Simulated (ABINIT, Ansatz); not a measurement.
An input for ABINIT 10.8.3 (BaTiO3 (P4mm)):

```
acell 3*1.0 Angstrom
rprim 
  3.999800000000 0.000000000000 0.000000000000
  0.000000000000 3.999800000000 0.000000000000
  0.000000000000 0.000000000000 4.018000000000
ntypat 3
znucl 56 22 8
natom 5
typat 1 2 3 3 3
xred 
  0.000000000000 0.000000000000 0.000000000000
  0.500000000000 0.500000000000 0.490000000000
  0.500000000000 0.500000000000 0.019000000000
  0.500000000000 0.000000000000 0.517000000000
  0.000000000000 0.500000000000 0.517000000000
pp_dirpath "pseudos"
pseudos "Ba.upf, Ti.upf, O.upf"
ecut 38
ngkpt 4 4 4
nshiftk 1
shiftk 0 0 0
kptopt 1
chksymbreak 0
istwfk *1
occopt 1
irdwfk 1
optdriver 3
nband 77
ecuteps 4.4
inclvkb 2
awtr 1
symchi 1
indata_prefix "in"
outdata_prefix "out"
tmpdata_prefix "tmp"
```

The database entry behind the starting cell differs from later determinations by our own check (c/a about 0.6 % short), so it need not match the best structure at ambient conditions.

```sh
OMP_NUM_THREADS=1 mpirun -n 8 abinit run.abi > log
```

Question: Estimate wall time and host memory on 8 MPI ranks of Arm Neoverse N1, shared host.

It took 2.1 min; on shared hardware allow 63 s to 4.2 min. Peak host memory was 2.4 GiB.

[Paths, hosts, dates, memory and timing lines, banners, echoed tables and standing remarks are left out of the program output.]

[Logs are printed without paths, hosts, clocks, repeated set-up lines and the standing remarks that a program may print on its own settings, such as how far it seeks lower states.]

[Runs of the session that timed out or met a known fault of the program may be left out.]

[Hosts, paths, dates, database ids (printed as entryN), source tags and the programs' standing remarks are cut or masked in the printed files.]

[G0W0 gaps are taken among the corrected bands and points alone; a level outside them can change the order at an edge.]

[Where Ansatz stands beside ABINIT at settings called matched, ABINIT's density can come from a denser mesh and the files from another edition; pairs whose starting gaps differed by over 0.03 eV were left out, so agreement reads better than it is.]
